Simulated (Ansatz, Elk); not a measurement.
# Bonding as seen by X-rays: CaTi, part 2 of 2

The structure of CaTi used here is made up (a known structure type with other elements) and was relaxed beforehand with PBE. The aim is the Fourier transform of its all-electron density, F(hkl), set beside the sum over free spherical atoms that refinements use.

Elk 11.2.3 (patched build); all-electron DFT.

So far: The starting structure; Ground state and structure factors; The highest occupied states alone.

The structure was built from a prototype and need not be the compound's stable phase.

## Step 4: Another functional

Level of this step: DFT, LDA (Perdew-Wang), all-electron APW+lo, Dirac cores, scalar-relativistic bands, static density, no spin (Elk).

The difference from free atoms is small, so it is set against the change that LDA (Perdew-Wang) makes.

elk.in reads:

```
tasks
  0
  195

xctype
  3

spinpol
  .false.

rgkmax
  7.0

gmaxvr
  14.0

lmaxo
  7

lmaxapw
  8

swidth
  0.002

tshift
  .false.

ramdisk
  .false.

hmaxvr
  5.5

maxscl
  120

epspot
  1e-06

sppath
  './'

avec
  6.05647458937 0.00000000000 0.00000000000
  0.00000000000 6.05647458937 0.00000000000
  0.00000000000 0.00000000000 19.60230967094

atoms
  2
  'Ti.in'
  2
  0.5000000000 0.0000000000 0.4204080237   0.000000 0.000000 0.000000
  0.0000000000 0.5000000000 0.5795919763   0.000000 0.000000 0.000000
  'Ca.in'
  2
  0.5000000000 0.0000000000 0.8406375114   0.000000 0.000000 0.000000
  -0.0000000000 0.5000000000 0.1593624886   0.000000 0.000000 0.000000

ngridk
  7 7 3
```

Started as:

```
$ OMP_NUM_THREADS=4 elk
```

Numbers of over 12 decimals in the logs are rounded to 6 here.

The program printed:

```text
┌─────────────────────────┐
│ Elk code version 11.2.3 │
└─────────────────────────┘

All units are atomic (Hartree, Bohr, etc.)

┌─────────────────────────────────────────────────┐
│ Ground-state run starting from atomic densities │
└─────────────────────────────────────────────────┘

Lattice vectors :
   6.056474589       0.000000000       0.000000000
   0.000000000       6.056474589       0.000000000
   0.000000000       0.000000000       19.60230967

Reciprocal lattice vectors :
   1.037432786       0.000000000       0.000000000
[...]
valence                     :    44.00000000
 interstitial                :    7.107056541
 muffin-tins (core leakage)
  species : 1 (Ti)
[...]
species : 2 (Ca)
   atom 1                    :    18.20261752     ( -0.3473890565E-05)
   atom 2                    :    18.20261752     ( -0.3473890565E-05)
 total in muffin-tins        :    76.89294346
 total calculated charge     :    84.00006532
 total charge                :    84.00000000
 error                       :   0.6531992756E-04

┌──────────────────────────────┐
│ Self-consistent loop stopped │
└──────────────────────────────┘

Wrote STATE.OUT
[key lines of the parts left out:]
total energy                :     -3061.5006836734
```

Wall time 16 s (4 threads of Arm Neoverse V2, shared host); peak memory 0.16 GiB; 46 s of CPU time.

Against the first run R = 0.05 %; the largest change is -0.055 at 200.

## Step 5: Basis size

A smaller basis shows how fast F responds to it; the change is likely larger than the basis error of the first run, but doesn't show convergence.

Edit elk.in of step 4 so:

```diff
@@ -5,3 +5,3 @@
 xctype
-  3
+  20
 
@@ -11,3 +11,3 @@
 rgkmax
-  7.0
+  5.5
```

Started as:

```
$ OMP_NUM_THREADS=4 elk
```

The program printed:

```text
┌─────────────────────────┐
│ Elk code version 11.2.3 │
└─────────────────────────┘

All units are atomic (Hartree, Bohr, etc.)

┌─────────────────────────────────────────────────┐
│ Ground-state run starting from atomic densities │
└─────────────────────────────────────────────────┘

Lattice vectors :
   6.056474589       0.000000000       0.000000000
   0.000000000       6.056474589       0.000000000
   0.000000000       0.000000000       19.60230967

Reciprocal lattice vectors :
   1.037432786       0.000000000       0.000000000
[...]
valence                     :    44.00000000
 interstitial                :    7.335407745
 muffin-tins (core leakage)
  species : 1 (Ti)
[...]
species : 2 (Ca)
   atom 1                    :    18.16753476     ( -0.1986989595E-06)
   atom 2                    :    18.16753476     ( -0.1986989595E-06)
 total in muffin-tins        :    76.66459225
 total calculated charge     :    84.00019989
 total charge                :    84.00000000
 error                       :   0.1998854054E-03

┌──────────────────────────────┐
│ Self-consistent loop stopped │
└──────────────────────────────┘

Wrote STATE.OUT
[key lines of the parts left out:]
total energy                :     -3068.2679096082
```

Elapsed: 18 s, on 4 threads; peak memory 0.16 GiB.

Against the first run R = 0.06 %; the largest change is -0.059 at 110.

## Step 6: A coarser k-mesh

About half the k-points along each axis test the sampling.

Edit elk.in of step 5 so:

```diff
@@ -11,3 +11,3 @@
 rgkmax
-  5.5
+  7.0
 
@@ -60,2 +60,2 @@
 ngridk
-  7 7 3
+  4 4 2
```

Started as:

```
$ OMP_NUM_THREADS=4 elk
```

The program printed:

```text
┌─────────────────────────┐
│ Elk code version 11.2.3 │
└─────────────────────────┘

All units are atomic (Hartree, Bohr, etc.)

┌─────────────────────────────────────────────────┐
│ Ground-state run starting from atomic densities │
└─────────────────────────────────────────────────┘

Lattice vectors :
   6.056474589       0.000000000       0.000000000
   0.000000000       6.056474589       0.000000000
   0.000000000       0.000000000       19.60230967

Reciprocal lattice vectors :
   1.037432786       0.000000000       0.000000000
[...]
valence                     :    44.00000000
 interstitial                :    7.180739233
 muffin-tins (core leakage)
  species : 1 (Ti)
[...]
species : 2 (Ca)
   atom 1                    :    18.19324663     ( -0.1987004392E-06)
   atom 2                    :    18.19324663     ( -0.1987004392E-06)
 total in muffin-tins        :    76.81926077
 total calculated charge     :    84.00006701
 total charge                :    84.00000000
 error                       :   0.6700519150E-04

┌──────────────────────────────┐
│ Self-consistent loop stopped │
└──────────────────────────────┘

Wrote STATE.OUT
[key lines of the parts left out:]
total energy                :     -3068.3670903428
```

Elapsed: 19 s, on 4 threads; peak memory 0.16 GiB.

Against the first run R = 0.02 %; the largest change is +0.037 at 003.

## Step 7: Settings against the effect

| run | R against the first run (%) | R against neutral atoms, low angle (%) | wall time |
| --- | --- | --- | --- |
| PBE, rgkmax 7 | 0.00 | 0.86 | 22 s |
| LDA (Perdew-Wang) | 0.05 | 0.85 | 16 s |
| rgkmax 5.5 | 0.06 | 0.95 | 18 s |
| k-mesh 4×4×2 | 0.02 | 0.87 | 19 s |

## Step 8: Results

```json
{
  "R against neutral atoms, sin θ/λ < 0.3 Å⁻¹": "0.86 %",
  "R against neutral atoms, 0.3 to 0.73 Å⁻¹": "0.25 %"
}
```

In words: Independent neutral atoms miss the calculated amplitudes by R = 0.86 % below 0.3 Å⁻¹ and 0.25 % from there to 0.73 Å⁻¹; by shells, 1.11 % below 0.15 Å⁻¹ (3 forms), 0.85 % 0.15 to 0.3 (13 forms), 0.20 % 0.3 to 0.45 (24 forms), 0.26 % above 0.45 (104 forms). Bonding, aspherical density and the tables' own atoms all enter these figures, and the runs don't part them. The largest change of an amplitude is +0.37 electrons, at 003. The window's part falls from 12.0 electrons at the origin to at most 0.31 between 0.45 and 0.73 Å⁻¹. Below 0.3 Å⁻¹ the changes that finished (LDA (Perdew-Wang), rgkmax 5.5 and k-mesh 4×4×2) move F by R = 0.09 % at most, against the 0.86 % that separates it from free atoms. These runs have no spin, though d or f shells may be open. Part of the difference isn't bonding: the tables are fits to free atoms and ions calculated by other methods than this functional. Thermal motion, anomalous dispersion and extinction are left out.

[Logs are printed without paths, hosts, clocks, repeated set-up lines and the standing remarks that a program may print on its own settings, such as how far it seeks lower states.]

[Hosts, paths, dates, database ids (printed as entryN), source tags and the programs' standing remarks are cut or masked in the printed files.]
